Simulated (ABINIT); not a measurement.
# A GW chain in ABINIT: Al2O3 (Corundum)

How does a plane-wave GW calculation on Al2O3 (Corundum) run from the first input to the gap?

Calculated with ABINIT 10.8.3; LDA and many-body steps on it, plane waves.

**What was measured.**

- Gap 8.7 eV: optical band gap of host from absorption; optical absorption, quoted from earlier work; bulk crystal (high-purity reference sample) (quoted in “Multi-petahertz electron interference in Cr:Al2O3 solid-state material”, 2018, pmc:5906618).

This is a report of a sequence of runs, with most program output left out.

## Step 1: Set-up

Symmetry: R-3c, No. 167, trigonal system. Conventional cell: a = 4.760 Å, b = 4.760 Å, c = 12.996 Å, α = 90.00°, β = 90.00°, γ = 120.00°. Al has 6 O at 1.85 to 1.97 Å nearest. Nearest to O lie 4 Al at 1.85 to 1.97 Å. Farther neighbours and most contacts between anions are not listed.

The cell and positions come from the Crystallography Open Database and are kept as given unless a step says otherwise.

## Step 2: Ground state

This step: ABINIT 10.8.3; DFT, LDA, plane waves, norm-conserving pseudopotentials.

The ground-state density comes first.

Contents of run.abi:

```
acell 3*1.0 Angstrom
rprim 
  2.380249999995 1.374237978213 4.331866666707
  -2.380249999995 1.374237978213 4.331866666707
  -0.000000000000 -2.748475956495 4.331866666685
ntypat 2
znucl 13 8
natom 10
typat 1 1 1 1 2 2 2 2 2 2
xred 
  0.352160000000 0.352160000000 0.352160000000
  0.147840000000 0.147840000000 0.147840000000
  0.647840000000 0.647840000000 0.647840000000
  0.852160000000 0.852160000000 0.852160000000
  0.556680000000 0.943320000000 0.250000000000
  0.250000000000 0.556680000000 0.943320000000
  0.943320000000 0.250000000000 0.556680000000
  0.443320000000 0.056680000000 0.750000000000
  0.750000000000 0.443320000000 0.056680000000
  0.056680000000 0.750000000000 0.443320000000
pp_dirpath "pseudos"
pseudos "Al.upf, O.upf"
ecut 36
ngkpt 6 6 6
nshiftk 1
shiftk 0 0 0
kptopt 1
chksymbreak 0
nband 33
occopt 1
tolvrs 1e-10
nstep 60
prtwf 0
optforces 0
optstress 0
indata_prefix "in"
outdata_prefix "out"
tmpdata_prefix "tmp"
```

Run with:

```
> OMP_NUM_THREADS=1 mpirun -n 8 abinit run.abi > log
```

Wall time 47 s (8 MPI ranks of Intel Xeon 6975P-C (Granite Rapids), shared host); peak memory 0.89 GiB; 6.2 min of CPU time.

This step gave:

- total energy: -2971.5124 eV
- gap: 6.207 eV
- k of the valence top: 0, 0, 0
- k of the conduction bottom: 0, 0, 0
- least direct gap: 6.207 eV

The gap is direct, at Γ.

## Step 3: Empty states on the mesh, 2×2×2 mesh, 170 bands

The sums over transitions need many empty states on a uniform mesh; this step solves for them.

run.abi, as its differences from that of step 2:

```diff
@@ -23,3 +23,3 @@
 ecut 36
-ngkpt 6 6 6
+ngkpt 2 2 2
 nshiftk 1
@@ -28,9 +28,10 @@
 chksymbreak 0
-nband 33
-occopt 1
-tolvrs 1e-10
+iscf -2
+irdden 1
+istwfk *1
+nband 170
+nbdbuf 14
+tolwfr 1e-09
 nstep 60
-prtwf 0
-optforces 0
-optstress 0
+prtvol 0
 indata_prefix "in"
```

Run with:

```
> OMP_NUM_THREADS=2 mpirun -n 4 abinit run.abi > log
```

The job ended after 46 s (4 MPI ranks; peak memory 0.45 GiB).

This step gave:

| Property | Result |
| --- | --- |
| gap | 6.207 eV |
| k of the valence top | 0, 0, 0 |
| k of the conduction bottom | 0, 0, 0 |
| least direct gap | 6.207 eV |
| k points computed | 4 |
| lowest point of the top converged band, above the valence top | 67.6200 eV |

On this mesh the gap is 6.207 eV.

## Step 4: Screening, 2×2×2 mesh, 156 bands, screening to 106.1 eV

The RPA dielectric matrix is built and inverted for each q.

This step: RPA screening on LDA, plane waves, norm-conserving pseudopotentials.

run.abi, as its differences from that of step 3:

```diff
@@ -28,10 +28,11 @@
 chksymbreak 0
-iscf -2
-irdden 1
 istwfk *1
-nband 170
-nbdbuf 14
-tolwfr 1e-09
-nstep 60
-prtvol 0
+occopt 1
+irdwfk 1
+optdriver 3
+nband 156
+ecuteps 3.9
+inclvkb 2
+awtr 1
+symchi 1
 indata_prefix "in"
```

Run with:

```
> OMP_NUM_THREADS=1 mpirun -n 8 abinit run.abi > log
```

Run time: 33 s. Hardware: 8 MPI ranks; peak memory 2.1 GiB; 4.3 min of CPU time.

Numbers from this step:

```yaml
eps_infinity_with_local_fields_on_this_mesh_along_the_program_s_q_direction: 3.200
the_same_without_local_fields: 3.397
plasma_frequency: 27.90 eV
plane_waves_in_the_screening_matrix: 205
```

Local fields lower ε∞ by 6 %. On a Γ-centred mesh this coarse the value itself is usually too large, while a short band sum pulls it down.

## Step 5: Self-energy, 2×2×2 mesh, 156 bands, screening to 106.1 eV

The self-energy is evaluated for the states that the input lists, and the levels follow from it, in one-shot runs by the linearised quasiparticle equation.

This step: G0W0 on LDA, plane waves, norm-conserving pseudopotentials.

run.abi, as its differences from that of step 4:

```diff
@@ -31,8 +31,21 @@
 irdwfk 1
-optdriver 3
+optdriver 4
 nband 156
+gwcalctyp 0
+ecutsigx 36
+symsigma 1
+nkptgw 4
+kptgw 
+  0.0000000000 0.0000000000 0.0000000000
+  0.5000000000 0.0000000000 0.0000000000
+  0.5000000000 0.5000000000 0.0000000000
+  0.5000000000 0.5000000000 0.5000000000
+bdgw 
+  7 30
+  7 30
+  7 30
+  7 30
 ecuteps 3.9
-inclvkb 2
-awtr 1
-symchi 1
+irdscr 1
+ppmodel 1
 indata_prefix "in"
```

Elapsed: 39 s, on 8 MPI ranks; peak memory 3.3 GiB; 5.2 min of CPU time.

Numbers from this step:

- G0W0 gap on the mesh: 8.510 eV
- starting gap on the mesh: 6.207 eV
- k of the valence top: 0, 0, 0
- k of the conduction bottom: 0, 0, 0
- Z at the valence top: 0.823
- Z at the conduction bottom: 0.857
- least direct G0W0 gap on the computed points: 8.510 eV

The gap on the mesh goes from 6.21 eV to 8.51 eV, a correction of +2.30 eV.

Limits: finite bands, cutoff and mesh; coarse k mesh. v1 is the top filled band, c1 the lowest empty one. The levels before and after the correction (eV, zero at the valence-band top of each column):

```
           conduction bottom  valence top
Kohn-Sham               6.21         0.00
     G0W0               8.51         0.00
```

```
             level  energy (eV)
Kohn-Sham     Γ v4       -0.487
Kohn-Sham  Γ v3-v2       -0.041
Kohn-Sham     Γ v1        0.000
Kohn-Sham     Γ c1        6.207
Kohn-Sham     Γ c2        9.008
Kohn-Sham     Γ c3       10.504
Kohn-Sham     Γ c4       11.373
     G0W0     Γ v4       -0.599
     G0W0  Γ v3-v2       -0.032
     G0W0     Γ v1        0.000
     G0W0     Γ c1        8.510
     G0W0     Γ c2       11.439
     G0W0     Γ c3       13.279
     G0W0     Γ c4       14.028
```

## Step 6: Where the time went

Times are wall times on the hardware named with each run, good to a factor of about two.

```
                    step  time  share  memory (GiB)
            ground state  47 s   28 %          0.89
empty states on the mesh  46 s   28 %          0.45
               screening  33 s   20 %           2.1
             self-energy  39 s   24 %           3.3
```

## Step 7: Results

- LDA gap: 6.21 eV, direct
- G0W0 gap on the mesh: 8.51 eV
- GW settings: 2×2×2 mesh, 156 bands, screening to 106.1 eV, Godby-Needs plasmon pole
- known limits: not at the basis limit; coarse k mesh

G0W0 moves the gap on the mesh from 6.21 eV to 8.51 eV (+2.30 eV), with Z of 0.82 and 0.86 at the edges. Local fields lower the RPA ε∞ on this mesh from 3.40 to 3.20; a Γ-centred mesh this coarse tends to raise both, most where the direct gap is narrow, while a short band sum lowers them. Against experiment, by G0W0@LDA: the gap of 8.51 eV lies −0.19 eV from the measured 8.7 eV (optical, quoted 2018). An exciton line or allowed optical edge lies below the quasiparticle gap by the binding energy; a forbidden edge can push the onset above it. The calculation has static nuclei and no excitons; a measured gap holds zero-point and thermal motion, which mostly lowers it. Bands and cutoff are finite, so the gap is not at the basis limit. The miss can reach some tenths of an eV and take either sign; the mesh is an error of its own. The 2×2×2 mesh is coarse for this cell, which bears on the long-range parts of exchange and screening.

[Paths, hosts, dates, memory and timing lines, banners, echoed tables and standing remarks are left out of the program output.]

[Logs are printed without paths, hosts, clocks, repeated set-up lines and the standing remarks that a program may print on its own settings, such as how far it seeks lower states.]

[Runs of the session that timed out or met a known fault of the program may be left out.]

[Hosts, paths, dates, database ids (printed as entryN), source tags and the programs' standing remarks are cut or masked in the printed files.]

[G0W0 gaps are taken among the corrected bands and points alone; a level outside them can change the order at an edge.]

[Where Ansatz stands beside ABINIT at settings called matched, ABINIT's density can come from a denser mesh and the files from another edition; pairs whose starting gaps differed by over 0.03 eV were left out, so agreement reads better than it is.]
